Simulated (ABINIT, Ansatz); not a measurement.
# Quasiparticle gap of Na2LiIrF6 (Fm-3m) in ABINIT, part 2 of 2

Wanted: ground state, empty states, screening and self-energy for Na2LiIrF6 (Fm-3m).

ABINIT 10.8.3; LDA and many-body steps on it, plane waves. Known limits of the many-body steps: not at the basis limit; no spin polarisation; d states lean on the start; no spin-orbit coupling; coarse k mesh.

So far. Step 2 (Ground state): The gap is direct, at (0.500, 0.500, 0.000). Step 3 (Empty states on the mesh, 2×2×2 mesh, 113 bands): On this mesh the gap is 2.036 eV.

## 4. Screening, 2×2×2 mesh, 103 bands, screening to 98 eV

The RPA dielectric matrix is built and inverted for each q.

This step: RPA screening on LDA, plane waves, norm-conserving pseudopotentials.

run.abi reads:

```
acell 3*1.0 Angstrom
rprim 
  0.000000000000 4.004814000000 4.004814000000
  4.004814000000 0.000000000000 4.004814000000
  4.004814000000 4.004814000000 -0.000000000000
ntypat 4
znucl 11 3 77 9
natom 10
typat 1 1 2 3 4 4 4 4 4 4
xred 
  0.750000000000 0.750000000000 0.750000000000
  0.250000000000 0.250000000000 0.250000000000
  0.500000000000 0.500000000000 0.500000000000
  0.000000000000 0.000000000000 0.000000000000
  0.747678000000 0.252322000000 0.252322000000
  0.252322000000 0.252322000000 0.747678000000
  0.252322000000 0.747678000000 0.747678000000
  0.252322000000 0.747678000000 0.252322000000
  0.747678000000 0.252322000000 0.747678000000
  0.747678000000 0.747678000000 0.252322000000
pp_dirpath "pseudos"
pseudos "Na.upf, Li.upf, Ir.upf, F.upf"
ecut 38
ngkpt 2 2 2
nshiftk 1
shiftk 0 0 0
kptopt 1
chksymbreak 0
istwfk *1
occopt 1
irdwfk 1
optdriver 3
nband 103
ecuteps 3.6
inclvkb 2
awtr 1
symchi 1
indata_prefix "in"
outdata_prefix "out"
tmpdata_prefix "tmp"
```

The run is started by

```bash
$ OMP_NUM_THREADS=1 mpirun -n 4 abinit run.abi > log
```

Numbers of over 12 decimals in the logs are rounded to 6 here.

Log:

```text
.Version 10.8.3 of ABINIT. v10.8.2 released Aug 2026.

 Symmetries : space group Fm -3 m (#225); Bravais cF (face-center cubic)
[... echo of the input left out ...]
== DATASET  1 ==================================================================
-   mpi_nproc: 4, omp_nthreads: 1 (-1 if OMP is not activated)

--- !DatasetInfo
iteration_state: {dtset: 1, }
dimensions: {natom: 10, nkpt: 3, mband: 103, nsppol: 1, nspinor: 1, nspden: 1, mpw: 9756, }
cutoff_energies: {ecut:  38.0, pawecutdg:  -1.0, }
electrons: {nelect:   8.00000000E+01, charge:   0.00000000E+00, occopt:   1.00000000E+00, tsmear:   1.00000000E-02, }

 SCREENING: Calculation of the susceptibility and dielectric matrices

 Based on a program developped by R.W. Godby, V. Olevano, G. Onida, and L. Reining.
 Incorporated in ABINIT by V. Olevano, G.-M. Rignanese, and M. Torrent.
.Using double precision arithmetic ; gwpc =  8

[... cell and pseudopotentials left out ...]
--------------------------------------------------------------------------------

 ==== K-mesh for the wavefunctions ====
 Number of points in the irreducible wedge :     3
[... list of points left out ...]
 Together with 48 symmetry operations and time-reversal symmetry
 yields     8 points in the full Brillouin Zone.

 ==== Q-mesh for the screening function ====
 Number of points in the irreducible wedge :     3
[... list of points left out ...]
 Together with 48 symmetry operations and time-reversal symmetry
 yields     8 points in the full Brillouin Zone.

 setmesh: FFT mesh size selected  =    40x   40x   40
          total number of points  =        64000

 vcoul_init : cutoff-mode = AUXILIARY_FUNCTION
 q-points for optical limit:   1
     1)      0.000010    0.000020    0.000030

- screening: taking advantage of time-reversal symmetry
- Maximum band index for partially occupied states nbvw = 40
- Remaining bands to be divided among processors   nbcw = 63
- Number of bands treated by each node ~15

 Number of electrons calculated from density =   80.0000; Expected =   80.0000
 average of density, n =  0.092282
 r_s =    1.3728
 omega_plasma =   29.3031 [eV]

 calculating chi0 at frequencies [eV] :
  1    0.000000E+00    0.000000E+00
  2    0.000000E+00    2.930311E+01

--------------------------------------------------------------------------------
  q-point number  1        q = ( 0.000000, 0.000000, 0.000000) [r.l.u.]
--------------------------------------------------------------------------------
[... chi0 elements left out ...]
 For q-point:  0.000010 0.000020 0.000030
  dielectric constant =   2.2460
  dielectric constant without local fields =   2.5641

  Average fulfillment of the sum rule on Im[epsilon] for q-point    1 :     27.06  [%]
[... wings left out ...]
  q-point number  2        q = ( 0.500000, 0.000000, 0.000000) [r.l.u.]
--------------------------------------------------------------------------------
[... chi0 elements left out ...]
  Average fulfillment of the sum rule on Im[epsilon] for q-point    2 :     32.88  [%]

 [... 1 further q-points ...]
```

Elapsed: 53 s, on 4 MPI ranks of Arm Neoverse N1, shared host; peak memory 1.9 GiB.

This step gave:

| Quantity | Value |
| --- | --- |
| ε∞ with local fields, on this mesh, along the program's q direction | 2.246 |
| the same without local fields | 2.564 |
| plasma frequency | 29.30 eV |
| plane waves in the screening matrix | 283 |

Local fields lower ε∞ by 12 %. On a Γ-centred mesh this coarse the value itself is usually too large, while a short band sum pulls it down.

## 5. Self-energy, 2×2×2 mesh, 103 bands, screening to 98 eV

The self-energy is evaluated for the states that the input lists, and the levels follow from it, in one-shot runs by the linearised quasiparticle equation.

This step: G0W0 on LDA, plane waves, norm-conserving pseudopotentials.

run.abi: that of step 4 with these lines changed.

```diff
@@ -31,8 +31,17 @@
 irdwfk 1
-optdriver 3
+optdriver 4
 nband 103
+gwcalctyp 0
+ecutsigx 38
+symsigma 1
+nkptgw 2
+kptgw 
+  0.5000000000 0.5000000000 0.0000000000
+  0.0000000000 0.0000000000 0.0000000000
+bdgw 
+  39 42
+  38 43
 ecuteps 3.6
-inclvkb 2
-awtr 1
-symchi 1
+irdscr 1
+ppmodel 1
 indata_prefix "in"
```

Log:

```text
.Version 10.8.3 of ABINIT. v10.8.2 released Aug 2026.

 Symmetries : space group Fm -3 m (#225); Bravais cF (face-center cubic)
[... echo of the input left out ...]
== DATASET  1 ==================================================================
-   mpi_nproc: 4, omp_nthreads: 1 (-1 if OMP is not activated)

--- !DatasetInfo
iteration_state: {dtset: 1, }
dimensions: {natom: 10, nkpt: 3, mband: 103, nsppol: 1, nspinor: 1, nspden: 1, mpw: 9756, }
cutoff_energies: {ecut:  38.0, pawecutdg:  -1.0, }
electrons: {nelect:   8.00000000E+01, charge:   0.00000000E+00, occopt:   1.00000000E+00, tsmear:   1.00000000E-02, }

 SIGMA: Calculation of the GW corrections

 Based on a program developped by R.W. Godby, V. Olevano, G. Onida, and L. Reining.
 Incorporated in ABINIT by V. Olevano, G.-M. Rignanese, and M. Torrent.
.Using double precision arithmetic ; gwpc =  8

[... cell and pseudopotentials left out ...]
--------------------------------------------------------------------------------

 ==== K-mesh for the wavefunctions ====
 Number of points in the irreducible wedge :     3
[... list of points left out ...]
 Together with 48 symmetry operations and time-reversal symmetry
 yields     8 points in the full Brillouin Zone.

 ==== Q-mesh for screening function ====
 Number of points in the irreducible wedge :     3
[... list of points left out ...]
 Together with 48 symmetry operations and time-reversal symmetry
 yields     8 points in the full Brillouin Zone.

 vcoul_init : cutoff-mode = AUXILIARY_FUNCTION
 q-points for optical limit:   1
     1)      0.000010    0.000020    0.000030
 setmesh: FFT mesh size selected  =    60x   60x   60
          total number of points  =       216000

 Number of electrons calculated from density =   80.0000; Expected =   80.0000
 average of density, n =  0.092282
 r_s =    1.3728
 omega_plasma =   29.3031 [eV]

 === KS Band Gaps ===
  >>>> For spin  1
   Minimum direct gap =   2.0359 [eV], located at k-point      :   0.5000  0.5000  0.0000
   Fundamental gap    =   2.0359 [eV], Top of valence bands at :   0.5000  0.5000  0.0000
                                       Bottom of conduction at :   0.5000  0.5000  0.0000
 SIGMA fundamental parameters:
 PLASMON POLE MODEL  1
 number of plane-waves for SigmaX                 9721
 number of plane-waves for SigmaC and W            283
 number of plane-waves for wavefunctions          9721
 number of bands                                   103
 number of independent spin polarizations            1
 number of spinorial components                      1
 number of k-points in IBZ                           3
 number of q-points in IBZ                           3
 number of symmetry operations                      48
 number of k-points in BZ                            8
 number of q-points in BZ                            8
 number of frequencies for dSigma/dE                 9
 frequency step for dSigma/dE [eV]                0.25
 number of omega for Sigma on real axis              0
 max omega for Sigma on real axis  [eV]           0.00
 zcut for avoiding poles [eV]                     0.10

 EPSILON^-1 parameters (SCR file):
 dimension of the eps^-1 matrix on file            283
 dimension of the eps^-1 matrix used               283
 number of plane-waves for wavefunctions          9721
 number of bands                                   103
 number of q-points in IBZ                           3
 number of frequencies                               2
 number of real frequencies                          1
 number of imag frequencies                          1

 matrix elements of self-energy operator (all in [eV])

 Perturbative Calculation

--- !SelfEnergy_ee
iteration_state: {dtset: 1, }
kpoint     : [   0.500,    0.500,    0.000, ]
spin       : 1
KS_gap     :    2.036
QP_gap     :    5.910
Delta_QP_KS:    3.874
data: !SigmaeeData |
     Band     E0 <VxcDFT>   SigX SigC(E0)      Z dSigC/dE  Sig(E)    E-E0       E
       39   2.526 -21.681 -26.646   4.251   0.819  -0.220 -22.266  -0.585   1.941
       40   2.526 -21.681 -26.646   4.251   0.819  -0.220 -22.266  -0.585   1.941
       41   4.562 -21.153 -14.730  -2.477   0.834  -0.200 -17.864   3.289   7.851
       42   5.162 -22.744 -16.332  -2.304   0.822  -0.217 -19.368   3.375   8.538

--- !SelfEnergy_ee
iteration_state: {dtset: 1, }
kpoint     : [   0.000,    0.000,    0.000, ]
spin       : 1
KS_gap     :    2.472
QP_gap     :    5.231
Delta_QP_KS:    2.759
data: !SigmaeeData |
     Band     E0 <VxcDFT>   SigX SigC(E0)      Z dSigC/dE  Sig(E)    E-E0       E
       38   2.204 -20.728 -25.524   4.104   0.819  -0.220 -21.295  -0.567   1.638
       39   2.204 -20.728 -25.524   4.104   0.819  -0.220 -21.295  -0.567   1.638
       40   2.204 -20.728 -25.524   4.104   0.819  -0.220 -21.295  -0.567   1.638
       41   4.676 -10.406  -5.494  -2.447   0.889  -0.124  -8.213   2.193   6.869
       42   5.147 -22.688 -16.286  -2.306   0.822  -0.216 -19.321   3.367   8.514
       43   5.147 -22.688 -16.286  -2.306   0.822  -0.216 -19.321   3.367   8.514

== END DATASET(S) ==============================================================
================================================================================

 -outvars: echo values of variables after computation  --------
           etotal      0.0000000000E+00
            nband         103
             nkpt           3
          spgroup         225
 [... the other variables as echoed above ...]

 Calculation completed.
```

The job ended after 15 s (4 MPI ranks; peak memory 1.3 GiB).

This step gave:

```yaml
g0w0_gap_on_the_points_computed: 4.928 eV
starting_gap_on_the_mesh: 2.036 eV
k_of_the_valence_top: 0.5, 0.5, 0
k_of_the_conduction_bottom: 0, 0, 0
z_at_the_valence_top: 0.819
z_at_the_conduction_bottom: 0.889
least_direct_g0w0_gap_on_the_computed_points: 5.231 eV
```

The gap on the mesh goes from 2.04 eV to 4.93 eV, a correction of +2.89 eV.

Limits: finite bands, cutoff and mesh; no spin polarisation; d states lean on the start; no spin-orbit coupling; coarse k mesh. v1 is the top filled band, c1 the lowest empty one. The levels before and after the correction (eV, zero at the valence-band top of each column):

```
           conduction bottom  valence top
Kohn-Sham               2.04         0.00
     G0W0               4.93         0.00
```

```
                       level  energy (eV)
Kohn-Sham  (0.5 0.5 0) v2-v1        0.000
Kohn-Sham     (0.5 0.5 0) c1        2.036
Kohn-Sham     (0.5 0.5 0) c2        2.636
Kohn-Sham            Γ v3-v1       -0.322
Kohn-Sham               Γ c1        2.151
Kohn-Sham            Γ c2-c3        2.621
     G0W0  (0.5 0.5 0) v2-v1        0.000
     G0W0     (0.5 0.5 0) c1        5.910
     G0W0     (0.5 0.5 0) c2        6.597
     G0W0            Γ v3-v1       -0.303
     G0W0               Γ c1        4.928
     G0W0            Γ c2-c3        6.573
```

## 6. Where the time went

Times are wall times on 4 MPI ranks of Arm Neoverse N1, shared host, good to a factor of about two.

```
                    step     time  share  memory (GiB)
            ground state  1.8 min   44 %           0.5
empty states on the mesh     71 s   28 %          0.41
               screening     53 s   21 %           1.9
             self-energy     15 s    6 %           1.3
```

## 7. What came out

```yaml
lda_gap: 2.04 eV, direct
g0w0_gap_on_the_mesh: 4.93 eV
gw_settings: 2×2×2 mesh, 103 bands, screening to 98 eV, Godby-Needs plasmon pole
known_limits: not at the basis limit; no spin polarisation; d states lean on the start; no spin-orbit coupling; coarse k mesh
```

What this shows: G0W0 moves the gap on the mesh from 2.04 eV to 4.93 eV (+2.89 eV), with Z of 0.82 and 0.89 at the edges. Local fields lower the RPA ε∞ on this mesh from 2.56 to 2.25; a Γ-centred mesh this coarse tends to raise both, most where the direct gap is narrow, while a short band sum lowers them. G0W0 makes the gap indirect: the least direct gap computed is 5.23 eV. Only 2 of the mesh's irreducible points were corrected, so a valley elsewhere could overtake. The dearest step here is «ground state». Bands and cutoff are finite, so the gap is not at the basis limit. The miss can reach some tenths of an eV and take either sign; the mesh is an error of its own. In the G0W0 run levels were corrected at 2 k points alone, so a gap called «on the mesh» is the least over those, and an edge elsewhere would be missed. The 2×2×2 mesh is coarse for this cell, which bears on the long-range parts of exchange and screening. The runs have no spin polarisation. For a closed low-spin shell that is the natural state; where a d or f shell is open it is a constraint, and the gap is then not the crystal's own. With d states at the gap, one-shot GW leans hard on its start. The many-body steps are scalar-relativistic: spin-orbit coupling is not in them.

[Paths, hosts, dates, memory and timing lines, banners, echoed tables and standing remarks are left out of the program output.]

[Logs are printed without paths, hosts, clocks, repeated set-up lines and the standing remarks that a program may print on its own settings, such as how far it seeks lower states.]

[Runs of the session that timed out or met a known fault of the program may be left out.]

[Hosts, paths, dates, database ids (printed as entryN), source tags and the programs' standing remarks are cut or masked in the printed files.]

[G0W0 gaps are taken among the corrected bands and points alone; a level outside them can change the order at an edge.]

[Where Ansatz stands beside ABINIT at settings called matched, ABINIT's density can come from a denser mesh and the files from another edition; pairs whose starting gaps differed by over 0.03 eV were left out, so agreement reads better than it is.]
